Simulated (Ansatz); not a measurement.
# 1T-CrSSe monolayer in a perpendicular field

Wanted: the out-of-plane response of the 1T-CrSSe monolayer. A positive field points along +c.

Calculated with Ansatz 0.2.0; plane-wave DFT, PBE-D3(BJ), Ansatz PAW (set soft_1); PAW set soft_1.

### 1. The structure

The cell holds 3 atoms: 1 Se, 1 Cr and 1 S. Cell: a = 3.125 Å, b = 3.125 Å, c = 37.248 Å, α = 90.0°, β = 90.0°, γ = 120.0°. Vacuum lies along c.

### 2. Relaxation

The starting cell is a guess, so the in-plane lattice and the atoms are relaxed first, with the slab cut off from its images along the normal.

input.yaml

```yaml
crystal:
  lattice:
    - [3.125, 0.0, 0.0]
    - [-1.5625, 2.7063293868, 0.0]
    - [0.0, 0.0, 37.2484613474]
  atoms:
    - { symbol: Se, position: [0.6666666667, 0.3333333333, 0.4577370281] }
    - { symbol: Cr, position: [0.0, 0.0, 0.5030645829], spin: 3.0 }
    - { symbol: S, position: [0.3333333333, 0.6666666667, 0.5422629719] }
  periodic: [true, true, false]
magnetization:
  spin_polarized: true
kpoints:
  mp_grid: { grid: [12, 12, 1] }
hamiltonian:
  xc: pbe
  dispersion: d3bj
  pseudopotentials: { kind: paw, azcp: { folder: soft_1 } }
scf:
  occupations: { method: fermi_dirac, width: 0.05 }
  convergence: { dr2_threshold: 1.0e-09 }
relax:
  f_tol: 0.004
  max_steps: 90
  cell: {}
output:
  write_potential: true
  write_density: true
  volumetric_format: npy
```

Run with:

```sh
$ ansatz run input.yaml --threads 2 --pin off --max-ram 3072MiB --backend cpu --events-out ev --progress --plain --runs-dir out
```

Numbers of over 12 decimals in the logs are rounded to 6 here.

Log:

```text
Warning: relax.cell: scf.convergence.dr2_threshold = 1e-9 eV is looser than the 1.73528729265e-10 eV advised for a relaxation that steers and ends on the stress (1e-10 eV for each atom of the cell: 3, times the square of relax.cell.stress_2d_tol = 0.05 N/m over 13.1 Å (the atoms' height at the walk's start and 5 Å past either face), 3.803e-2 GPa, over a crystal's default 0.05). What an SCF threshold leaves in a stress goes as its square root, and in the free energy as the threshold itself, and one threshold admits the most on a small cell: [figures from the program's tests cut] Set scf.convergence.dr2_threshold to 1.73528729265e-10 eV or tighter. [rest of the remark cut]
Engine: ansatz 0.2.0, aarch64-unknown-linux-gnu
Pseudopotentials: kind: paw
Pseudopotential: Se, paw, valence charge 16, recommended cutoff 420 eV (normal), soft_1/Se.paw.azcp
Pseudopotential: Cr, paw, valence charge 14, recommended cutoff 420 eV (normal), soft_1/Cr.paw.azcp
Pseudopotential: S, paw, valence charge 6, recommended cutoff 420 eV (normal), soft_1/S.paw.azcp
Functional definition: PBE
  parameter kappa = 0.804
  parameter beta = 0.066725
  exchange = pbe_x(kappa = kappa, mu = beta*pi^2/3)
  correlation = pbe_c(beta = beta)
Crystal: 3 atoms, lattice volume = 315.021 Å³
Basis set: ecut = 420 eV, 6113 PW (Γ), exchange–correlation on 48×48×500 points (8 copies of the dense FFT grid, shifted against one another)
Bands: 24, of which v1, the nominal top of the filled ones, is band 18 counted from 1 (17 counted from 0)
Symmetry: 6 space group operations
Space group: P3m1 (ITA 156), of the structure as read, at distance tolerance 6.8e-5 Å
Magnetic group: BNS 156.49 (UNI 1279), of the structure as read, at distance tolerance 6.8e-5 Å
k-points: 19 of 144 (time reversal used)
Non-local potential: Se, projectors of the file, l = 0: 2, l = 1: 2, l = 2: 3, l = 3: 1
Non-local potential: Cr, projectors of the file, l = 0: 3, l = 1: 2, l = 2: 3, l = 3: 1
Non-local potential: S, projectors of the file, l = 0: 2, l = 1: 2, l = 2: 1
PAW form: soft (Blöchl's): semilocal exchange-correlation on the pseudo side does not see the compensation charge
PAW one-centre angular grid: Se, 590 points (default); XC on 64 Gauss nodes
PAW one-centre angular grid: Cr, 590 points (default); XC on 64 Gauss nodes
PAW one-centre angular grid: S, 110 points (default); XC on 64 Gauss nodes
Initial density: superposition of atomic densities (neutral atoms: chi_scale 0, normalization atom)
Starting moments: Σ|m| = 3 μB on 1 of 3 sites
Initial wavefunctions: pseudopotential atomic-orbital guess
Functional: x = pbe(κ = 0.804, μ = 0.219515), c = pbe(β = 0.066725)
SCF iter   1: F=—  HF=-9752.147617 eV  |F-HF|=—  |Δ(HF+E_count)|=         —  Δρ=3.10e-2 (↑3.10e-2 ↓1.65e-2)  dr2=7.22e0  dr2_m=3.28e-1  M=2.031 μB ∫|m|=2.506 μB  β_m=0.30  ethr=3.10e-3  ⟨swp⟩=17.5  Hψ=8214  notcnv=0
Mixer restart at iter 1: flushing history
preconditioner: auto → LDOS  [metal: Δε(μ)=0.050 eV  Ē_g=9.269 eV  σ=0.050 eV  W_gap=0.23  n_scr=22 (ndim 8)  ℏωp=8.9 eV  f_vac=0.804  D(μ)=3.07/eV (n_scr^D=14)]
spin=Collinear: LDOS preconditioning applied to the charge; magnetization (m = ρ↑ − ρ↓) channel mixes plain (no charge-response kernel on spin).
SCF iter   2: F=—  HF=-9751.210943 eV  |F-HF|=—  |Δ(HF+E_count)|=   9.37e-1  Δρ=1.71e-2 (↑1.71e-2 ↓1.11e-2)  dr2=2.84e0  dr2_m=1.05e-1  M=2.071 μB ∫|m|=2.555 μB  β_m=0.48  ethr=3.10e-3  ⟨swp⟩=3.9  Hψ=2231  notcnv=0  defer=36
SCF iter   3: F=—  HF=-9750.933339 eV  |F-HF|=—  |Δ(HF+E_count)|=   2.78e-1  Δρ=3.36e-3 (↑2.38e-3 ↓3.36e-3)  dr2=7.70e-2  dr2_m=9.25e-3  M=2.078 μB ∫|m|=2.569 μB  β_m=0.55  ethr=3.10e-3  ⟨swp⟩=4.3  Hψ=2139  notcnv=0  defer=36
SCF iter   4: F=—  HF=-9750.967660 eV  |F-HF|=—  |Δ(HF+E_count)|=         —  Δρ=1.64e-3 (↑1.64e-3 ↓1.51e-3)  dr2=2.92e-3  dr2_m=5.68e-3  M=1.993 μB ∫|m|=2.457 μB  β_m=0.55  ethr=2.14e-4  ⟨swp⟩=3.4  Hψ=2035  notcnv=0  defer=36
SCF iter   5: F=—  HF=-9750.972766 eV  |F-HF|=—  |Δ(HF+E_count)|=   5.11e-3  Δρ=6.51e-4 (↑6.06e-4 ↓6.51e-4)  dr2=3.71e-4  dr2_m=8.80e-4  M=1.996 μB ∫|m|=2.457 μB  β_m=0.75  ethr=8.11e-6  ⟨swp⟩=3.6  Hψ=2033  notcnv=0  defer=36
SCF iter   6: F=—  HF=-9750.974707 eV  |F-HF|=—  |Δ(HF+E_count)|=   1.94e-3  Δρ=1.00e-4 (↑5.82e-5 ↓1.00e-4)  dr2=5.42e-5  dr2_m=1.02e-5  M=1.998 μB ∫|m|=2.452 μB  β_m=0.77  ethr=1.03e-6  ⟨swp⟩=3.6  Hψ=2207  notcnv=0  defer=36
SCF iter   7: F=—  HF=-9750.974730 eV  |F-HF|=—  |Δ(HF+E_count)|=   2.32e-5  Δρ=8.49e-5 (↑8.49e-5 ↓8.35e-5)  dr2=2.24e-6  dr2_m=2.01e-5  M=1.994 μB ∫|m|=2.445 μB  β_m=0.81  ethr=1.50e-7  ⟨swp⟩=2.9  Hψ=1666  notcnv=0  defer=36
SCF iter   8: F=—  HF=-9750.974731 eV  |F-HF|=—  |Δ(HF+E_count)|=   8.41e-7  Δρ=4.65e-5 (↑4.65e-5 ↓4.52e-5)  dr2=1.57e-6  dr2_m=5.92e-6  M=1.993 μB ∫|m|=2.443 μB  β_m=0.91  ethr=6.23e-9  ⟨swp⟩=3.8  Hψ=1856  notcnv=0  defer=36
SCF iter   9: F=—  HF=-9750.974736 eV  |F-HF|=—  |Δ(HF+E_count)|=   4.71e-6  Δρ=1.26e-5 (↑1.17e-5 ↓1.26e-5)  dr2=1.13e-6  dr2_m=2.94e-7  M=1.992 μB ∫|m|=2.441 μB  β_m=0.78  ethr=4.36e-9  ⟨swp⟩=3.1  Hψ=1963  notcnv=0  defer=36
SCF iter  10: F=—  HF=-9750.974736 eV  |F-HF|=—  |Δ(HF+E_count)|=   6.01e-8  Δρ=4.52e-6 (↑3.19e-6 ↓4.52e-6)  dr2=8.14e-8  dr2_m=3.42e-8  M=1.992 μB ∫|m|=2.441 μB  β_m=0.89  ethr=3.15e-9  ⟨swp⟩=3.1  Hψ=1615  notcnv=0  defer=36
SCF iter  11: F=—  HF=-9750.974736 eV  |F-HF|=—  |Δ(HF+E_count)|=   2.00e-7  Δρ=3.29e-6 (↑3.29e-6 ↓3.02e-6)  dr2=9.63e-9  dr2_m=2.78e-8  M=1.991 μB ∫|m|=2.441 μB  β_m=0.93  ethr=2.26e-10  ⟨swp⟩=3.4  Hψ=1849  notcnv=0  defer=36
SCF iter  12: F=—  HF=-9750.974736 eV  |F-HF|=—  |Δ(HF+E_count)|=   6.96e-9  Δρ=1.90e-7 (↑1.84e-7 ↓1.90e-7)  dr2=2.97e-10  dr2_m=1.41e-11  M=1.991 μB ∫|m|=2.441 μB  β_m=0.81  ethr=2.68e-11  ⟨swp⟩=3.2  Hψ=1897  notcnv=0  defer=36
SCF iter  13: F=-9750.974736 eV  HF=-9750.974736 eV  |F-HF|=1.94e-9  |Δ(HF+E_count)|=  3.37e-10  Δρ=7.41e-8 (↑7.41e-8 ↓3.41e-8)  dr2=8.37e-11  dr2_m=2.54e-12  M=1.991 μB ∫|m|=2.441 μB  ethr=1.00e-12  ⟨swp⟩=7.9  Hψ=6242  notcnv=0
SCF 1 converged in 13 iterations: F = -9750.974736 eV  dr2 = 8.37e-11
  greatest PAW one-centre occupation: 1.000 electrons in one spin orbital (limit 2), on the Cr atom at site 1 (counted from 0), in its partial waves of l = 0
relax step   1: F+E_penalty+E_count = -9750.97473613 eV  Δ(F+E_penalty+E_count) = +0.000e0 eV  max|allowed force component| = 7.745e-1 eV/Å  Δτ_max = 0.0000 Å  P = +3.568 N/m  Ω = 315.021 Å³  fix = [c, alpha, beta]  reactions: c +0.000 N/m  (13 SCF iters, accepted)
Crystal: 3 atoms, lattice volume = 337.641 Å³
[...]
relax step   4: F+E_penalty+E_count = -9751.19344846 eV  Δ(F+E_penalty+E_count) = -4.764e-3 eV  max|allowed force component| = 7.822e-3 eV/Å  Δτ_max = 0.0166 Å  P = -0.077 N/m  Ω = 359.172 Å³  energy of the carried Pulay correction = -1.763e-3 eV  fix = [c, alpha, beta]  reactions: c -0.000 N/m  (8 SCF iters, accepted)
[...]
relax step   5: F+E_penalty+E_count = -9751.19346353 eV  Δ(F+E_penalty+E_count) = -1.507e-5 eV  max|allowed force component| = 1.995e-2 eV/Å  Δτ_max = 0.0014 Å  P = +0.046 N/m  Ω = 358.681 Å³  energy of the carried Pulay correction = -1.745e-3 eV  fix = [c, alpha, beta]  (7 SCF iters, rejected (line search))
[...]
relax step   6: F+E_penalty+E_count = -9751.19348030 eV  Δ(F+E_penalty+E_count) = -3.184e-5 eV  max|allowed force component| = 4.221e-4 eV/Å  Δτ_max = 0.0001 Å  P = -0.034 N/m  Ω = 358.931 Å³  energy of the carried Pulay correction = -1.754e-3 eV  fix = [c, alpha, beta]  reactions: c -0.000 N/m  (7 SCF iters, accepted)
Initial wavefunctions: pseudopotential atomic-orbital guess (no wavefunctions were taken with the density)
iter 1 solved again at ethr=1.90e-6 eV; its pass at ethr=3.10e-3 eV (dr2=6.85e-4 eV) is discarded
SCF iter   1: F=—  HF=-9751.169904 eV  |F-HF|=—  |Δ(HF+E_count)|=         —  Δρ=3.80e-4 (↑3.80e-4 ↓3.30e-4)  dr2=4.89e-5  dr2_m=1.38e-5  M=2.122 μB ∫|m|=2.876 μB  β_m=0.65  ethr=1.90e-6  ⟨swp⟩=4.9  Hψ=10492  notcnv=0
preconditioner: auto → LDOS  [metal: Δε(μ)=0.046 eV  Ē_g=8.375 eV  σ=0.050 eV  W_gap=0.23  n_scr=16 (ndim 8)  ℏωp=8.3 eV  f_vac=0.817  D(μ)=2.44/eV (n_scr^D=12)]
spin=Collinear: LDOS preconditioning applied to the charge; magnetization (m = ρ↑ − ρ↓) channel mixes plain (no charge-response kernel on spin).
SCF iter   2: F=—  HF=-9751.191264 eV  |F-HF|=—  |Δ(HF+E_count)|=   2.14e-2  Δρ=1.34e-4 (↑1.34e-4 ↓1.16e-4)  dr2=8.42e-6  dr2_m=1.89e-6  M=2.122 μB ∫|m|=2.875 μB  β_m=0.58  ethr=1.36e-7  ⟨swp⟩=3.6  Hψ=2037  notcnv=0
SCF iter   3: F=—  HF=-9751.195702 eV  |F-HF|=—  |Δ(HF+E_count)|=   4.44e-3  Δρ=3.78e-5 (↑3.78e-5 ↓3.28e-5)  dr2=1.27e-6  dr2_m=1.45e-7  M=2.122 μB ∫|m|=2.876 μB  β_m=0.70  ethr=2.34e-8  ⟨swp⟩=3.4  Hψ=1884  notcnv=0  defer=2
SCF iter   4: F=—  HF=-9751.196322 eV  |F-HF|=—  |Δ(HF+E_count)|=   6.20e-4  Δρ=5.01e-6 (↑5.01e-6 ↓3.19e-6)  dr2=1.62e-7  dr2_m=8.72e-9  M=2.122 μB ∫|m|=2.875 μB  β_m=0.66  ethr=3.54e-9  ⟨swp⟩=3.5  Hψ=1969  notcnv=0  defer=2
SCF iter   5: F=—  HF=-9751.196329 eV  |F-HF|=—  |Δ(HF+E_count)|=   7.29e-6  Δρ=1.08e-6 (↑1.08e-6 ↓7.08e-7)  dr2=9.00e-9  dr2_m=7.55e-10  M=2.122 μB ∫|m|=2.875 μB  β_m=0.78  ethr=4.49e-10  ⟨swp⟩=3.0  Hψ=1733  notcnv=0  defer=3
SCF iter   6: F=—  HF=-9751.196176 eV  |F-HF|=—  |Δ(HF+E_count)|=   1.53e-4  Δρ=6.65e-7 (↑6.65e-7 ↓5.64e-7)  dr2=3.80e-8  dr2_m=1.78e-10  M=2.122 μB ∫|m|=2.875 μB  β_m=0.78  ethr=2.50e-11  ⟨swp⟩=5.1  Hψ=2579  notcnv=0  defer=13
SCF iter   7: F=—  HF=-9751.196176 eV  |F-HF|=—  |Δ(HF+E_count)|=   2.55e-8  Δρ=5.68e-7 (↑5.68e-7 ↓4.78e-7)  dr2=2.57e-8  dr2_m=1.29e-10  M=2.122 μB ∫|m|=2.875 μB  β_m=0.89  ethr=2.50e-11  ⟨swp⟩=1.6  Hψ=1048  notcnv=0  defer=13
SCF iter   8: F=—  HF=-9751.196176 eV  |F-HF|=—  |Δ(HF+E_count)|=   2.03e-8  Δρ=2.20e-7 (↑2.20e-7 ↓2.06e-7)  dr2=4.20e-9  dr2_m=1.80e-11  M=2.122 μB ∫|m|=2.875 μB  β_m=0.79  ethr=2.50e-11  ⟨swp⟩=2.6  Hψ=1358  notcnv=0  defer=13
SCF iter   9: F=-9751.196176 eV  HF=-9751.196176 eV  |F-HF|=9.51e-10  |Δ(HF+E_count)|=   2.30e-9  Δρ=8.26e-8 (↑8.26e-8 ↓6.85e-8)  dr2=7.21e-11  dr2_m=1.75e-12  M=2.122 μB ∫|m|=2.875 μB  ethr=2.78e-12  ⟨swp⟩=15.4  Hψ=7258  notcnv=0
SCF 7 converged in 9 iterations: F = -9751.196176 eV  dr2 = 7.21e-11
relax step   7: F+E_penalty+E_count = -9751.19617577 eV  Δ(F+E_penalty+E_count) = -2.695e-3 eV  max|allowed force component| = 1.524e-3 eV/Å  Δτ_max = 0.0000 Å  P = +0.015 N/m  Ω = 358.931 Å³  fix = [c, alpha, beta]  reactions: c +0.000 N/m  stress off target by 1.46e-2 N/m on what of the cell is left free  SCF on the basis re-selected at this cell (its energy is not comparable with the rows above)  (9 SCF iters)
basis re-selected at this cell: Δ(F+E_penalty+E_count) = -2.695e-3 eV, ΔP = +0.049 N/m vs the last step (what re-selecting the basis moved, of the pressure what is left beyond the Pulay correction that the steps carried, after the strain that the cell walked since its last selection, with what the two solves' SCF thresholds leave and, on support functions, any second-order correction that the steps lacked; it is no m [...]
WARN: The output density's exchange-correlation potential varies sharply where the density is thin. Do not read a vacuum level from v_tot or v_xc, or from such a field of the output density. On a cell that repeats whose density bears no net charge and no dipole along the vacuum's axis use v_es (v_loc + v_h of the components); under efield.dipole_correction with no amplitude use v_es + v_field, which holds any externa [...]
SCF converged after 9 iterations
Magnetization: 2.1218 μB (19.0609 up, 16.9391 down)
Absolute magnetization: 2.8709 μB (∫|ρ↑−ρ↓|, with the PAW one-centre terms)
Spin contamination: 0.1965 ħ² per cell (⟨S²⟩ above its minimum at these occupations)
Per-site moments (μB) at R_I (Å): [(-0.169722, 1.036710), (2.165258, 0.949847), (-0.095184, 0.949847)]
Free energy (F): -9751.196176 eV
Harris-Foulkes:  -9751.196176 eV  (|F-HF|=9.51e-10)
Internal energy: -9751.176442 eV  (E = F + TS)
E sigma→0 (E₀):  -9751.186309 eV
Entropy (-TS):   -0.019734 eV (-6.578 meV/atom)
Fermi energy:    -5.576875 eV
--- Per-component energies (eV) ---
  E_band       = -1161.718700
  E_kinetic    = 516.842103
  E_local      = -101054.043851  (includes V_loc(G=0)·N_el)
  E_nonlocal   = -274.242586
  E_hartree    = 50219.738017
  E_xc         = -288.795549
  E_vxc        = -319.024037  (∫ρ·V_xc dr)
  E_paw        = -3959.450668  (= ΣΔE_a)
  E_vpaw       = -470.725387  (= ΣTr[D̂ρ^β])
  E_aug_tail   = 0.000469  (compensation charges beyond the density's cutoff)
  E_ewald      = 45089.544621
  E_disp       = -0.768997  (pairwise vdW)
  E_smearing   = -0.019734  (= −TS)
  E_closure    = -0.000000  (closes the sum)
  Σ components = -9751.196176   (vs F -9751.196176, Δ=0.00e0)
--- Forces (eV/Å), atoms counted from 1 ---
  atom   1  Se     0.00000000    -0.00000000     0.00151889
  atom   2  Cr     0.00000000     0.00000000     0.00000427
  atom   3  S      0.00000000     0.00000000    -0.00152452
  max |Σ_I F_I| component: 1.36e-6 eV/Å
--- 2D stress c σ (N/m, compression-positive) ---
        0.014604      -0.000000       0.000000
       -0.000000       0.014604      -0.000000
        0.000000      -0.000000       0.000000
  P = ½ c Tr σ = 0.0146 N/m
--- Band table (eV; the first three rows and the last of 38) ---
  k-point 0 ↑: bands = [... 14 lower, -7.2772, -6.8158, -6.8158, -5.9247, -4.6843, -4.6843, -2.4676, -2.4676, ... 2 higher]
  k-point 1 ↑: bands = [... 14 lower, -7.1655, -6.9117, -6.8980, -6.0430, -4.8883, -4.6906, -2.9139, -2.5638, ... 2 higher]
  k-point 2 ↑: bands = [... 14 lower, -7.6142, -7.0682, -6.9162, -6.2191, -5.1890, -4.7838, -3.5905, -2.7437, ... 2 higher]
  k-point 18 ↓: bands = [... 14 lower, -8.6169, -7.8417, -7.8011, -3.8238, -3.6469, -3.5644, -2.7201, -2.3322, ... 2 higher]
  the weakly bound empty levels are not read free of the cell's end (no_gap_told)
--- Relaxed structure (6 steps of the walk, 5 accepted, 1 SCFs on fresh bases) ---
  F+E_penalty+E_count = -9751.19617577 eV   max|allowed force component| = 1.524e-3 eV/Å   (the final SCF, on the basis selected at the relaxed cell)
  cell:  # Å, volume = 358.9312 Å³
    - [3.335693, 1.559444754320452e-17, 0]
    - [-1.667847, 2.888795, 0]
    - [0, 0, 37.2484613474]
  atoms:
    - { symbol: Se, position: [0.666667, 0.333333, 0.460825] }
    - { symbol: Cr, position: [0, 0, 0.504176] }
    - { symbol: S, position: [0.333333, 0.666667, 0.538063] }
```

Run time: 94 s. Hardware: 2 threads of Arm Neoverse V2, shared host; peak memory 0.73 GiB.

The steps of the relaxation:

```tsv
step	energy less that of the first step (eV)	largest force component (eV/Å)	volume (Å³)
1	0.0000	0.7745	315.02
2	-0.1699	0.3950	337.64
3	-0.2139	0.0622	365.52
4	-0.2187	0.0078	359.17
5	-0.2187	0.0200	358.68
6	-0.2187	0.0004	358.93
7*	-0.2214	0.0015	358.93
```

Relaxation steps marked * repeat the geometry before them on a plane-wave basis chosen anew for their cell, so energy and pressure can jump there. Relaxation step 5 was tried and not accepted.

The run keeps the 6 symmetry operations that it works with, so distortions that break them were not tested.

```tsv
cell as run	before	after	change
a (Å)	3.125	3.336	+6.7 %
b (Å)	3.125	3.336	+6.7 %
```

The atoms that moved most (Å, along periodic axes as changes of fractional coordinates times the final cell, across vacuum about the mean position):

```tsv
atom	dx	dy	dz	length
S3	0.000	0.000	-0.156	0.156
Se1	0.000	0.000	0.115	0.115
Cr2	0.000	0.000	0.041	0.041
```

The relaxed structure:

```cif
data_structure
_symmetry_space_group_name_H-M 'P 1'
_symmetry_Int_Tables_number 1
_cell_length_a 3.3357
_cell_length_b 3.3357
_cell_length_c 37.2485
_cell_angle_alpha 90.000
_cell_angle_beta 90.000
_cell_angle_gamma 120.000
_cell_volume 358.93
loop_
_atom_site_label
_atom_site_type_symbol
_atom_site_fract_x
_atom_site_fract_y
_atom_site_fract_z
_atom_site_occupancy
Se1 Se 0.66667 0.33333 0.46083 1
Cr2 Cr 0.00000 0.00000 0.50418 1
S3 S 0.33333 0.66667 0.53806 1
```

Numbers from this step:

* energy at zero smearing: -9751.1863 eV
* total moment: 2.122 μB
* site moments: -0.1697, 2.165, -0.09518 μB

Site moment by atom:

```tsv
atom	site moment (μB)
Se1	-0.17
Cr2	2.17
S3	-0.10
```

The lattice constant a goes from 3.125 to 3.336 Å.

[end of part 1 of 2]

[Logs are printed without paths, hosts, clocks, repeated set-up lines and the standing remarks that a program may print on its own settings, such as how far it seeks lower states.]

[Hosts, paths, dates, database ids (printed as entryN), source tags and the programs' standing remarks are cut or masked in the printed files.]

[Maps of the electrostatic potential energy from Ansatz leave out the sawtooth potential of an applied field or a dipole correction, so their vacuum need not be flat; planar profiles and work functions include it.]
